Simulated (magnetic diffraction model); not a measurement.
**Solving a magnetic structure from powder neutron data: ErScMn₂S₆**

Space group Pmc2_1 (no. 26), a = 8.9860 Å, b = 6.4260 Å, c = 6.9390 Å.

| site | atom | x | y | z |
| --- | --- | --- | --- | --- |
| 2b | Er | 1/2 | 0.7631 | 0.9421 |
| 4c | Mn | 0.7578 | 0.2548 | 0.9950 |
| 2a | Sc | 0 | 0.7452 | 0.0630 |
| 2b | S | 1/2 | 0.6688 | 0.5209 |
| 2a | S | 0 | 0.8460 | 0.4596 |
| 4c | S | 0.2973 | 0.9678 | 0.1964 |
| 4c | S | 0.7955 | 0.5252 | 0.8209 |

This is a made-up structure (elements placed in a structure type, unrelaxed), so the numbers test the method and describe no known phase.

Only Er and Mn are taken to order (form factors of Er3+ and Mn3+); orders and moment sizes are assumed, and not adapted to the symmetry. Radiation: neutrons of λ = 4.2 Å, 3° to 70°; isotropic B of 0.14 Å² (Er), 0.13 Å² (Mn), 0.18 Å² (Sc) and 0.15 Å² (S). Simulated constant-wavelength pattern: nuclear and magnetic terms add, the magnetic one as |2.695 fm × Σ f S⊥ exp(2πi Q·r) exp(−B s²)|², summed over all Q at one angle with the factor 1/(sin²θ cos θ). For a modulated order the moment at position r is S exp(−2πi k·r) + c.c., with S = m/2 for a sine wave of amplitude m and S = m(u + iv)/2 for moments turning in a plane, u and v being orthogonal unit vectors in it; the phase factor of the sum at Q = H + k is then exp(2πi H·r). Free-ion form factors, Sears's scattering lengths of 1992, no absorption; a label names one of the reflections at its angle. The strongest nuclear line in the range is 100, and lines under 0.2 are left out.

Above the ordering temperature:

```csv
2θ (°),index,I
27.03,(1 0 0),5.6
47.38,(1 1 0),0.4
52.90,(0 1 1),100.0
55.73,(2 0 0),52.4
60.40,(1 1 1),27.4
```

Below it (cell unchanged):

```
2θ (°)      I
 27.03    5.6
 38.82  113.5
 39.33   16.8
 47.38    0.4
 47.94   39.4
 51.17    6.2
 52.90  100.0
 55.73   52.4
 60.40   27.4
 63.52   35.3
 69.99    0.6
```

**Question.** Find the propagation vector, then choose among these models:
A. a sine wave with moments along [001] (amplitudes given), 7.4 μB on Er and 3.42 μB on Mn; signs + at (1/2, 0.7631, 0.9421), − at (1/2, 0.2369, 0.4421), − at (0.7578, 0.2548, 0.9950), + at (0.2422, 0.7452, 0.4950), − at (0.2422, 0.2548, 0.9950), + at (0.7578, 0.7452, 0.4950)
B. moments turning in the plane of [001] and [100], 7.4 μB on Er and 3.42 μB on Mn; signs + at (1/2, 0.7631, 0.9421), − at (1/2, 0.2369, 0.4421), − at (0.7578, 0.2548, 0.9950), + at (0.2422, 0.7452, 0.4950), − at (0.2422, 0.2548, 0.9950), + at (0.7578, 0.7452, 0.4950)
C. a sine wave with moments along [010] (amplitudes given), 7.4 μB on Er and 3.42 μB on Mn; signs + at (1/2, 0.7631, 0.9421), − at (1/2, 0.2369, 0.4421), − at (0.7578, 0.2548, 0.9950), + at (0.2422, 0.7452, 0.4950), − at (0.2422, 0.2548, 0.9950), + at (0.7578, 0.7452, 0.4950)
D. moments turning in the plane of [100] and [010], 7.4 μB on Er and 3.42 μB on Mn; signs + at (1/2, 0.7631, 0.9421), − at (1/2, 0.2369, 0.4421), − at (0.7578, 0.2548, 0.9950), + at (0.2422, 0.7452, 0.4950), − at (0.2422, 0.2548, 0.9950), + at (0.7578, 0.7452, 0.4950)

The new lines index as (0 1 1/5) at 38.82°, (1 0 4/5) at 39.33°, (1 1 1/5) at 47.94° and (1 0 6/5) at 51.17°, that is as H ± k with k = (0 0 1/5). Satellites come in pairs about each point of the reciprocal lattice.

Magnetic intensity, observed (below minus above) and for each model:

| 2θ (°) | index | observed | A | B | C | D |
| --- | --- | --- | --- | --- | --- | --- |
| 28.02 | (0 0 4/5) | <0.2 | <0.2 | 3.3 | 3.3 | 6.7 |
| 38.82 | (0 1 1/5) | 113.5 | 113.5 | 230.8 | 3.9 | 121.2 |
| 39.33 | (1 0 4/5) | 16.8 | 16.8 | 34.8 | 34.8 | 52.8 |
| 42.59 | (0 0 6/5) | <0.2 | <0.2 | 1.5 | 1.5 | 3.0 |
| 47.94 | (1 1 1/5) | 39.4 | 39.4 | 66.4 | 14.2 | 41.2 |
| 51.17 | (1 0 6/5) | 6.2 | 6.2 | 21.3 | 21.3 | 36.4 |
| 63.52 | (2 0 4/5) | 35.3 | 35.3 | 44.7 | 44.7 | 54.2 |
| 69.99 | (2 1 1/5) | 0.6 | 0.6 | 0.8 | 0.4 | 0.6 |

Model A matches.

The structure used: k = (0 0 1/5), a sine wave with moments along [001] (amplitudes given), 7.4 μB on Er and 3.42 μB on Mn; signs + at (1/2, 0.7631, 0.9421), − at (1/2, 0.2369, 0.4421), − at (0.7578, 0.2548, 0.9950), + at (0.2422, 0.7452, 0.4950), − at (0.2422, 0.2548, 0.9950), + at (0.7578, 0.7452, 0.4950).

[Logs are printed without paths, hosts, clocks, repeated set-up lines and the standing remarks that a program may print on its own settings, such as how far it seeks lower states.]
